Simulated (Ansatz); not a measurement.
## What SnPt (model cell, started as zinc blende) distorts into

Aim: this structure of SnPt (model cell, started as zinc blende) is to be tested for unstable modes, and one is followed downhill.

Main program and level: Ansatz 0.2.0; DFT LDA, scalar-relativistic, plane waves, PAW.

Most raw output is cut from this account.

The structure was built from a prototype and need not be the compound's stable phase.

## 1. Starting point

It takes space group F-43m (No. 216, cubic). The conventional cell has a = 5.907 Å, b = 5.907 Å, c = 5.907 Å, α = 90.00°, β = 90.00°, γ = 90.00°. Nearest to Pt lie 4 Sn at 2.56 Å. Nearest to Sn lie 4 Pt at 2.56 Å. Farther neighbours are not listed.

## 2. Response at finite wavevector

The cell comes from relaxations at this level that are not shown. Stability and thermal properties need the whole zone. Linear response on a 4×4×4 q mesh gives force constants as far as a supercell of that size would.

Contents of input.yaml:

```yaml
crystal:
  lattice:
    - [0.0, 2.9533293504, 2.9533293504]
    - [2.9533293504, 0.0, 2.9533293504]
    - [2.9533293504, 2.9533293504, 0.0]
  atoms:
    - { symbol: Pt, position: [0.0, 0.0, 0.0] }
    - { symbol: Sn, position: [0.25, 0.25, 0.25] }
kpoints:
  mp_grid: { grid: [12, 12, 12] }
hamiltonian:
  xc: lda
scf:
  occupations: { method: methfessel_paxton, width: 0.15 }
output:
  eigenvalues: true
phonons:
  method: dfpt
  qmesh: [4, 4, 4]
  temperatures: { t_max: 1000, t_step: 50 }
  qpath:
    path:
      - [[0.0, 0.0, 0.0], [-0.5, -0.5, 0.0], [-0.375, -0.375, 0.25]]
      - [[-0.375, 0.0, 0.375], [0.0, 0.0, 0.0], [0.0, 0.0, 0.5], [-0.5, -0.25, 0.25], [-0.5, -0.5, 0.0]]
    npoints: 10
```

On the command line:

```sh
> ansatz run input.yaml --threads 4 --pin off --max-ram 7168MiB --backend cpu --events-out ev --progress --plain --runs-dir out
```

The job ended after 6.4 min (4 threads of Arm Neoverse V2, shared host; peak memory 3.9 GiB; 25 min of CPU time).

This step gave:

```
volume per atom                                         : 25.76 Å³
gap on the k-mesh                                       : 0 eV
sum-rule residual before enforcement                    : 8.88e-5 eV/Å²
lowest frequency on the path                            : -22.85 cm⁻¹
point group                                             : -43m
highest frequency on the path or at a solved wavevector : 192.6 cm⁻¹
highest optical mode at the zone centre (no LO-TO term) : 191.2 cm⁻¹
lowest optical zone-centre mode                         : 191.2 cm⁻¹
lowest mode on the q mesh (acoustic modes at Γ apart)   : -22.85 cm⁻¹
```

Frequencies (cm⁻¹) solved at each irreducible wavevector; negative means imaginary. Frequencies by wavevector, by row:

```csv
q in reciprocal lattice units,star,mode 1,mode 2,mode 3,mode 4,mode 5,mode 6
0 0 0,1,0,0,0,191.2,191.2,191.2
0 0 0.25,8,-10.2,-10.2,70.3,189.1,192.5,192.5
0 0 -0.5,4,6.8,6.8,103.3,177.2,191,191
0 0.25 0.25,6,-15.4,-15.4,81.8,186.7,191.7,191.7
0 0.25 -0.5,24,-14.6,-9,112.3,173.5,189.7,190.2
0 0.25 -0.25,12,-13.5,-11.2,101.2,178.4,191.1,191.2
0 -0.5 -0.5,3,-21,-21,123.3,165.7,188.3,188.3
0.25 -0.5 -0.25,6,-22.9,14.3,125.4,166.4,189.1,190.2
```

Interpolated from a 4×4×4 q mesh. Phonon branches along the path, in cm⁻¹:

```csv
point,branch 1,branch 2,branch 3,branch 4,branch 5,branch 6
Γ,0,0,0,191,191,191
halfway,-15,-15,82,187,192,192
X,-21,-21,123,166,188,188
halfway,-19,-18,124,166,188,189
U,-15,-13,123,167,189,190
jump to K,-15,-13,123,167,189,190
halfway,-13,-11,82,186,192,192
Γ,0,0,0,191,191,191
halfway,-10,-10,70,189,192,192
L,7,7,103,177,191,191
halfway,-14,8,113,173,190,191
W,-23,14,125,166,189,190
halfway,-22,-9,124,166,189,189
X,-21,-21,123,166,188,188
```

Symmetry leaves 8 wavevectors to solve. The lowest mode among them, the acoustic zeros apart, lies at q = (0.25, -0.5, -0.25) and is imaginary, 22.9i cm⁻¹, so the energy falls along it.

## 3. The mode frozen in, largest atomic shift 0 Å

The mode followed lies at q = (0, -0.5, -0.5) with frequency 21.0i cm⁻¹ and is 2-fold degenerate, one of the unstable modes though not the softest. At small amplitude the distorted cell has space group no. 20 by a symmetry search on the positions. The undistorted cell that holds it gives the zero of energy on the same k mesh.

System of this step: SnPt (model cell, started as zinc blende). Symmetry: F-43m, No. 216, cubic system. Conventional cell: a = 5.907 Å, b = 5.907 Å, c = 5.907 Å, α = 90.00°, β = 90.00°, γ = 90.00°. Nearest to Pt lie 4 Sn at 2.56 Å. Nearest to Sn lie 4 Pt at 2.56 Å. Farther neighbours are not listed.

Contents of input.yaml:

```yaml
crystal:
  lattice:
    - [0.0, -2.9533293504, -2.9533293504]
    - [0.0, 2.9533293504, -2.9533293504]
    - [5.9066587008, 0.0, 0.0]
  atoms:
    - { symbol: Pt, position: [0.5, 0.5, 0.5] }
    - { symbol: Pt, position: [0.0, 0.0, 0.0] }
    - { symbol: Sn, position: [0.0, 0.5, 0.75] }
    - { symbol: Sn, position: [0.5, 0.0, 0.25] }
kpoints:
  mp_grid: { grid: [10, 10, 6] }
hamiltonian:
  xc: lda
scf:
  occupations: { method: methfessel_paxton, width: 0.15 }
output:
  forces: true
  stress: true
  eigenvalues: true
```

It took 6.2 s on 4 threads; peak memory 0.51 GiB; 24 s of CPU time.

This step gave:

| Item | Value |
| --- | --- |
| pressure | 0.04904 GPa |
| energy from the undistorted cell | 0 meV/atom |

The run ends at a pressure of 0.05 GPa.

## 4. The mode frozen in, largest atomic shift 0.22 Å

The atoms are moved along the unstable eigenvector, the largest shift by 0.22 Å, with the cell fixed.

input.yaml, the sections that differ from step 3:

```yaml
crystal:
  lattice:
    - [0.0, -2.9533293504, -2.9533293504]
    - [0.0, 2.9533293504, -2.9533293504]
    - [5.9066587008, 0.0, 0.0]
  atoms:
    - { symbol: Pt, position: [0.5330626681, 0.5330626681, 0.5] }
    - { symbol: Pt, position: [-0.0330626681, -0.0330626681, 0.0] }
    - { symbol: Sn, position: [0.0372460999, 0.4627539001, 0.75] }
    - { symbol: Sn, position: [0.4627539001, 0.0372460999, 0.25] }
# kpoints, hamiltonian, scf, output: as in step 3
```

It took 9.2 s on 4 threads; peak memory 0.6 GiB.

Numbers from this step:

```
pressure                         : -1.751 GPa
energy from the undistorted cell : -2.241 meV/atom
```

The energy, extrapolated to zero smearing, is -2.24 meV/atom against the undistorted cell.

The run ends at a pressure of -1.75 GPa, with forces up to 0.028 eV/Å.

## 5. Energy along the mode, all amplitudes (two of the runs are shown above)

An imaginary frequency means negative curvature, so the energy should fall and then rise again as anharmonic terms take over.

Numbers from this step:

```
depth at the lowest point sampled  : 2.241 meV/atom
largest atomic shift at that point : 0.22 Å
```

Table of energy from the parent by largest atomic shift:

```csv
largest atomic shift (Å),energy from the parent (meV/atom)
0.000,0
0.040,-0.183
0.080,-0.683
0.140,-1.70
0.220,-2.24
0.320,2.22
0.450,24.7
```

Displacement at unit largest shift by atom:

```csv
atom,x (Å),y (Å),z (Å),size
Pt1,0.00,0.00,-0.89,0.89
Pt2,0.00,0.00,0.89,0.89
Sn3,0.00,-1.00,0.00,1.00
Sn4,0.00,1.00,0.00,1.00
```

The lowest of the steps tried is at 0.22 Å, 2.24 meV/atom below the parent; the bottom of the well need not coincide with a step.

## 6. Relaxation from the frozen mode

Starting from the lowest point found, all atoms and the cell are let go, so that strain and other modes of the same symmetry can join in.

input.yaml: that of step 4 with these lines changed.

```diff
@@ -20 +20,6 @@
   eigenvalues: true
+relax:
+  adjacent_minimum: "off"
+  f_tol: 0.002
+  max_steps: 120
+  cell: { stress_tol: 0.03 }
```

It took 3 min on 4 threads; peak memory 0.66 GiB.

The steps of the relaxation:

```csv
step,energy less that of the first step (eV),largest force component (eV/Å),pressure (GPa),volume (Å³)
1,0.0000,0.0282,-1.75,103.04
2,-0.0284,0.1379,1.63,99.10
3,-0.1827,0.4188,1.99,94.42
4,-0.4945,0.7754,0.57,90.74
5,-0.9461,1.0922,-2.37,87.57
6,-1.3408,1.6199,0.69,82.72
7,-1.8074,1.0767,-0.21,80.26
8,-2.0966,0.7664,4.02,76.70
9,-2.2302,0.1174,0.47,78.12
10,-2.2459,0.0036,-0.14,78.22
11,-2.2462,0.0035,-0.11,78.18
12,-2.2463,0.0001,0.04,78.11
13,-2.2463,0.0001,0.00,78.13
14*,-2.2658,0.0067,0.41,78.13
15,-2.2704,0.0011,0.11,78.30
16,-2.2709,0.0003,0.00,78.36
17,-2.2709,0.0002,0.00,78.35
18*,-2.2711,0.0003,0.00,78.35
```

Relaxation steps marked * repeat the geometry before them on a plane-wave basis chosen anew for their cell, so energy and pressure can jump there.

The run keeps the 4 symmetry operations that it works with, so distortions that break them were not tested.

```csv
cell as run,before,after,change
a (Å),4.177,4.089,-2.1 %
b (Å),4.177,4.089,-2.1 %
c (Å),5.907,5.409,-8.4 %
γ (°),90.00,119.97,+33.3 %
volume (Å³/atom),25.76,19.59,-24.0 %
```

The atoms that moved most (Å, as changes of fractional coordinates times the final cell):

```csv
atom,dx,dy,dz,length
Pt1,0.000,0.000,-0.888,0.888
Pt2,0.000,0.000,0.888,0.888
Sn3,0.000,-0.327,0.000,0.327
Sn4,0.000,0.327,0.000,0.327
```

The relaxed structure:

```xyz
4
Lattice="0.0000 -3.5410 -2.0456 0.0000 3.5410 -2.0456 5.4086 0.0000 0.0000" Properties=species:S:1:pos:R:3 pbc="T T T"
Pt    2.7043    0.0000   -3.0684
Pt    0.0000    0.0000    1.0228
Sn    4.0565    1.1796   -1.0228
Sn    1.3522   -1.1796   -1.0228
```

This step gave:

```
pressure        : -1.47e-4 GPa
volume per atom : 19.59 Å³
```

The distorted start has space group C222_1; the relaxation ends in P6_3/mmc.

## 7. The new phase in its own primitive cell

The relaxed structure is symmetrised, reduced to its primitive cell and relaxed tightly, as its phonons need.

input.yaml, the sections that differ from step 6:

```yaml
crystal:
  lattice:
    - [4.0893577082, 0.0, 0.0]
    - [-2.0446788541, 3.5414876604, 0.0]
    - [0.0, 0.0, 5.4086350651]
  atoms:
    - { symbol: Pt, position: [0.0, 0.0, 0.5] }
    - { symbol: Pt, position: [0.0, 0.0, 0.0] }
    - { symbol: Sn, position: [0.3333333333, 0.6666666667, 0.75] }
    - { symbol: Sn, position: [0.6666666667, 0.3333333333, 0.25] }
kpoints:
  mp_grid: { grid: [12, 12, 8] }
relax:
  adjacent_minimum: "off"
  f_tol: 0.001
  max_steps: 60
  cell: { stress_tol: 0.01 }
# hamiltonian, scf, output: as in step 6
```

It took 13 s on 4 threads; peak memory 0.54 GiB; 52 s of CPU time.

Little changed from the start: no atom moved by 0.005 Å and no cell edge by 0.1 %.

This step gave:

- pressure: -1.65e-4 GPa

The forces vanish by symmetry and the pressure is 0.000 GPa, within the tolerances set. The cell now holds 19.59 Å³/atom.

## 8. Modes of the new phase, k-mesh 12×12×8

A relaxed structure may still be a saddle point, so its zone-centre modes are computed. No field response is asked, since the mesh shows no gap.

input.yaml, the sections that differ from step 7:

```yaml
crystal:
  lattice:
    - [4.0920187469, 0.0, 0.0]
    - [-2.0460093734, 3.5437921876, 0.0]
    - [0.0, 0.0, 5.4050118207]
  atoms:
    - { symbol: Pt, position: [0.0, 0.0, 0.5] }
    - { symbol: Pt, position: [0.0, 0.0, 0.0] }
    - { symbol: Sn, position: [0.3333333333, 0.6666666667, 0.75] }
    - { symbol: Sn, position: [0.6666666667, 0.3333333333, 0.25] }
output:
  eigenvalues: true
phonons:
  method: dfpt
# kpoints, hamiltonian, scf: as in step 7
# relax: removed
```

Elapsed: 1.9 min, on 4 threads; peak memory 3 GiB.

Numbers from this step:

```
sum-rule residual before enforcement                    : 6.33e-5 eV/Å²
point group                                             : 6/mmm
highest optical mode at the zone centre (no LO-TO term) : 197.3 cm⁻¹
lowest optical zone-centre mode                         : 79.43 cm⁻¹
```

Patterns of degenerate modes are one choice out of their space. The modes at Γ (shares of kinetic energy by element, %):

```csv
mode,frequency (cm⁻¹),symmetry,Pt %,Sn %
1,0.0,acoustic,62,38
2,0.0,acoustic,62,38
3,0.0,acoustic,62,38
4,79.4,E2u,100,0
5,79.4,E2u,100,0
6,123.3,A2u,38,62
7,145.4,E2g,0,100
8,145.4,E2g,0,100
9,151.9,B1g,0,100
10,168.9,E1u,38,62
11,168.9,E1u,38,62
12,197.3,B2u,100,0
```

Displacements in mode 4 (79.4 cm⁻¹), the largest set to 1:
```
Pt1  0.00 -1.00  0.00
Pt2  0.00  1.00  0.00
Sn3  0.00  0.00  0.00
Sn4  0.00  0.00  0.00
```

Displacements in mode 12 (197.3 cm⁻¹), the largest set to 1:
```
Pt1  0.00  0.00  1.00
Pt2  0.00  0.00 -1.00
Sn3  0.00  0.00  0.00
Sn4  0.00  0.00  0.00
```

Before it was imposed, the acoustic sum rule was missed by 6.3e-5 eV/Å². Small misses are needed for a sound result but don't prove that mesh and cutoff are converged. The lowest optical mode is real, 79.4 cm⁻¹.

## 9. Outcome

```json
{
 "unstable mode of the parent": "q = (0, -0.5, -0.5), 21i cm⁻¹",
 "depth at the lowest point sampled": "2.24 meV/atom",
 "largest atomic shift at that point": "0.22 Å",
 "space group reached (within 0.01 Å)": "P6_3/mmc",
 "energy gained over the parent (first relaxation, on the mesh of the frozen mode)": "570 meV/atom",
 "volume per atom, phase reached": "19.6 Å³",
 "lowest optical zone-centre mode, phase reached": "79.4 cm⁻¹",
 "highest optical mode at the zone centre (no LO-TO term), phase reached": "197 cm⁻¹"
}
```

In words: Along this mode the structure falls into P6_3/mmc, 570 meV/atom below the parent. At the parent's cell the well is 2.241 meV/atom deep on the steps tried, with its lowest point at a shift of 0.22 Å. Relaxing atoms and cell changes the gain by +567.76 meV/atom against the lowest step (energies at zero smearing). Most of the total comes from this relaxation. The new phase has no imaginary mode at the zone centre of its cell; other wavevectors were not checked. Of the 4 patterns followed to their end from this parent, this one reaches the lowest energy. Each path keeps the symmetry of its pattern, so a lower phase may lie along a pattern not tried. With no gap, or one that is small against the smearing, the frequencies hang on the k mesh and the smearing, most of all near Kohn anomalies. The volume moved by more than a tenth on the k mesh of the start, so the energy gain is rough. Spin-orbit coupling is left out, which can matter for the heavy elements here. The starting cell was built on a prototype and not taken from a measurement, so the phase need not exist.

[Logs are printed without paths, hosts, clocks, repeated set-up lines and the standing remarks that a program may print on its own settings, such as how far it seeks lower states.]

[Hosts, paths, dates, database ids (printed as entryN), source tags and the programs' standing remarks are cut or masked in the printed files.]
